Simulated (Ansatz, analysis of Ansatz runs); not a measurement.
# Reproducing a measured local vibrational mode: bond-centred H+ along c in ZnO, part 2 of 2

Aim: the local vibrational mode of the bond-centred H+ along c in ZnO, to be set beside the measurement. Set-up: PBE, 72-site cell, PBE lattice, 420 eV, k: the single point 1/4 1/4 1/4, symmetric start. The model is a cell of 72 host atoms with 1 H put in. The frequencies come from force constants among the defect atom and its neighbours, with the masses of the isotopes named. Another start tests whether the structure found is the lowest.

Ansatz 0.2.0; PBE, 72-site cell, PBE lattice, 420 eV, k: the single point 1/4 1/4 1/4, symmetric start.

So far: Set-up; Relaxation, charge +1.

### Step 2. Relaxation, charge +1 (continued)

Level of this step: plane-wave PAW DFT, PBE; relaxation of all atoms of a defect supercell (Ansatz).

The steps of the relaxation:

| step | energy less that of the first step (eV) | largest force component (eV/Å) |
| --- | --- | --- |
| 1 | 0.0000 | 1.8497 |
| 2 | -0.5179 | 1.0591 |
| 3 | -0.8419 | 0.2089 |
| 4 | -0.8591 | 0.0736 |
| 5 | -0.8238 | 0.4536 |
| 6 | -0.8614 | 0.0259 |
| 7 | -0.8615 | 0.0442 |
| 8 | -0.8571 | 0.0395 |
| 9 | -0.8621 | 0.0142 |
| 10 | -0.8623 | 0.0034 |

Relaxation steps 5, 8 were tried and not accepted.

The atoms that moved most (Å):

| atom | dx | dy | dz | length |
| --- | --- | --- | --- | --- |
| Zn33 | -0.005 | 0.001 | -0.358 | 0.358 |
| Zn38 | 0.111 | -0.064 | 0.105 | 0.166 |
| Zn46 | 0.004 | 0.122 | 0.104 | 0.160 |
| Zn14 | -0.102 | -0.063 | 0.102 | 0.158 |
| Zn34 | 0.098 | -0.057 | -0.093 | 0.147 |
| Zn10 | -0.094 | -0.058 | -0.096 | 0.146 |
| Zn42 | 0.003 | 0.109 | -0.095 | 0.145 |
| O40 | 0.002 | -0.001 | 0.128 | 0.128 |

Neighbours of H73 at the end:

| atom | distance (Å) |
| --- | --- |
| O36 | 0.974 |
| Zn33 | 2.102 |
| Zn46 | 2.485 |
| Zn38 | 2.487 |
| Zn14 | 2.491 |
| O35 | 2.752 |
| O43 | 2.759 |
| O11 | 2.769 |

Read from the output:

- free energy: -139950.5142 eV

The relaxation ends 12 meV an atom lower, with a largest force component of 0.0034 eV/Å.

### Step 3. Local vibrational modes

A local mode lives on the defect and the atoms next to it, so only the sites listed in the input are displaced, which costs far fewer SCF runs than the whole cell would.

This step: plane-wave PAW DFT, PBE; finite-displacement force constants among the atoms nearest to a defect, the others at rest.

modes/input.yaml reads:

```yaml
crystal:
  lattice:
    - [9.83855992, 0.0, 0.0]
    - [-4.91927996, 8.52044282, 0.0]
    - [0.0, 0.0, 10.58650211]
  atoms:
    - { symbol: Zn, position: [0.110737403, 0.221696639, 0.250347316] }
    - { symbol: Zn, position: [0.221601072, 0.109279105, 0.001057567] }
[... 1 atom line left out ...]
    - { symbol: O, position: [0.111988704, 0.222979116, 0.439921474] }
[... 6 atom lines left out ...]
    - { symbol: O, position: [0.218017815, 0.442443579, 0.185329264] }
    - { symbol: O, position: [0.112081732, 0.555182765, 0.439855594] }
[... 1 atom line left out ...]
    - { symbol: Zn, position: [0.208151223, 0.437036315, 0.509631107] }
[... 18 atom lines left out ...]
    - { symbol: Zn, position: [0.444042266, 0.55569768, 0.173628053] }
[... 1 atom line left out ...]
    - { symbol: O, position: [0.557163109, 0.442748805, 0.185519315] }
    - { symbol: O, position: [0.444811262, 0.555525249, 0.464181299] }
[... 1 atom line left out ...]
    - { symbol: Zn, position: [0.563073249, 0.436939764, 0.509921158] }
[... 4 atom lines left out ...]
    - { symbol: O, position: [0.557329446, 0.781766797, 0.185479141] }
    - { symbol: O, position: [0.444826795, 0.887983367, 0.439891165] }
[... 1 atom line left out ...]
    - { symbol: Zn, position: [0.563052391, 0.792055502, 0.509851477] }
[... 26 atom lines left out ...]
    - { symbol: H, position: [0.445418078, 0.555778034, 0.372168288] }
total_charge: 1
basis:
  ecutwfc: 420
  xc_grid: 2
hamiltonian:
  xc: pbe
kpoints:
  mp_grid: { grid: [1, 1, 1], shift: [0.25, 0.25, 0.25] }
scf:
  occupations: { method: fermi_dirac, width: 0.01 }
  max_iter: 120
output: {}
checkpoint:
  read: "../relax.run"
phonons:
  supercell: [1, 1, 1]
  displaced_sites: [32, 35, 37, 45, 72]
```

Command:

```sh
> ansatz run input.yaml --threads 2 --pin off --max-ram 4710MiB --backend cpu --events-out ev --progress --plain --runs-dir out
```

Numbers of over 12 decimals in the logs are rounded to 6 here.

What it wrote:

```text
[...]
Crystal: 73 atoms, lattice volume = 887.455 Å³
Basis set: ecut = 420 eV, 17351 PW (Γ), exchange–correlation on 144×144×144 points (8 copies of the dense FFT grid, shifted against one another)
Bands: 397, of which v1, the nominal top of the filled ones, is band 324 counted from 1 (323 counted from 0)
Symmetry: 1 space group operations
k-points: 1
[...]
Stability of the state it starts from, as read at its close in the unpolarized treatment: not read negative (Ritz values of 1 − χ₀K, real part plus size of imaginary part, from 0.97 to 1.6, by its mixing steps under no symmetry)
[...]
iter 1 solved again at ethr=4.67e-12 eV; its pass at ethr=3.10e-3 eV (dr2=3.03e-8 eV) is discarded
[...]
SCF iter   6: F=-139950.514243 eV  HF=-139950.514243 eV  |F-HF|=2.91e-11  |Δ(HF+E_count)|=  5.82e-11  Δρ=2.99e-8  dr2=7.47e-12  ethr=1.00e-12  ⟨swp⟩=4.0  Hψ=1253  notcnv=0
[...]
symmetry images taken by strict's conditions (phonons.symmetry_images: auto; settled by no image being taken that strict refuses)
  force constants formed among 5 of 73 sites (Zn 32, O 35, Zn 37, Zn 45, H 72); the other 68 at rest. The modes move the named sites alone.
  the frequencies, the zero-point energy and the sums are of the block with the acoustic sum rule laid on its rows. Row sums over every site: 5.3e-4 eV/Å² at the most
  transpose residual: 1.7e-4 eV/Å²
  largest component of a force at the reference: 3.4e-3 eV/Å on a named site, 3.3e-3 eV/Å on a site at rest
  frequencies among the named sites at Γ of the cell (cm⁻¹): 119.02 130.39 169.51 203.70 209.59 214.73 217.95 236.40 236.87 323.57 350.97 359.06 611.52 616.23 3606.53
  unstable modes among the named sites: 0
  frequencies as built, with no sum rule (cm⁻¹): 119.01 130.39 169.51 203.70 209.59 214.73 217.95 236.40 236.87 323.57 350.97 359.06 611.50 616.21 3606.55
  zero-point energy: 0.471513 eV/cell   skipped modes (ω ≤ 0): 0
  not written: the harmonic force-constant file, the file of eigenvectors (these modes' are written with the force constants), the density of states and the dispersion, which are of every site
[key lines of the parts left out:]
SCF converged after 6 iterations
Free energy (F): -139950.514243 eV
Fermi energy:    7.698321 eV
```

Elapsed: 35 min, on 2 threads of Arm Neoverse V1, shared host; peak memory 2.2 GiB; 68 min of CPU time.

Reading the cycles: dr2 is the Hartree energy of the density residual (eV), the measure of convergence; HF is the Harris–Foulkes estimate of the energy, which meets the free energy F at convergence.

This step gave:

```
free energy : -139950.5142 eV
```

The modes with the largest weight on the probed atoms (the light atom of a pair), for the masses of each isotope. Modes of the displaced atoms (local only where they lie over the host's phonons):

| isotopes | mode (cm⁻¹) | share of the defect atoms |
| --- | --- | --- |
| H | 3607 | 0.943 |
| H | 616.3 | 0.883 |
| H | 611.6 | 0.879 |
| D | 2623 | 0.891 |
| D | 471.2 | 0.613 |
| D | 468.9 | 0.6 |

### Step 4. Summary of results

- distance from the defect atom to its nearest neighbour: 0.974 Å
- O-H stretch, 1H: 3607 cm⁻¹
- O-D stretch, 2H: 2623 cm⁻¹
- time of the whole chain: 43 min on 2 threads

**Reading.** O-H stretch, 1H: computed 3607 cm⁻¹, measured 3611.3 cm⁻¹; 4 cm⁻¹ (0 %) below the measurement. O-D stretch, 2H: computed 2623 cm⁻¹, measured 2668 cm⁻¹; 45 cm⁻¹ (2 %) below the measurement. The computed value is harmonic, while the measured line is the anharmonic fundamental, which for X–H stretches usually lies a few per cent lower. Only the named neighbours move, so modes near the host's band are approximate.

[Logs are printed without paths, hosts, clocks, repeated set-up lines and the standing remarks that a program may print on its own settings, such as how far it seeks lower states.]

[Hosts, paths, dates, database ids (printed as entryN), source tags and the programs' standing remarks are cut or masked in the printed files.]

[For some hosts the program warned that the k-mesh of the response run may be too coarse for force constants and the static dielectric constant; such warnings are not shown here.]
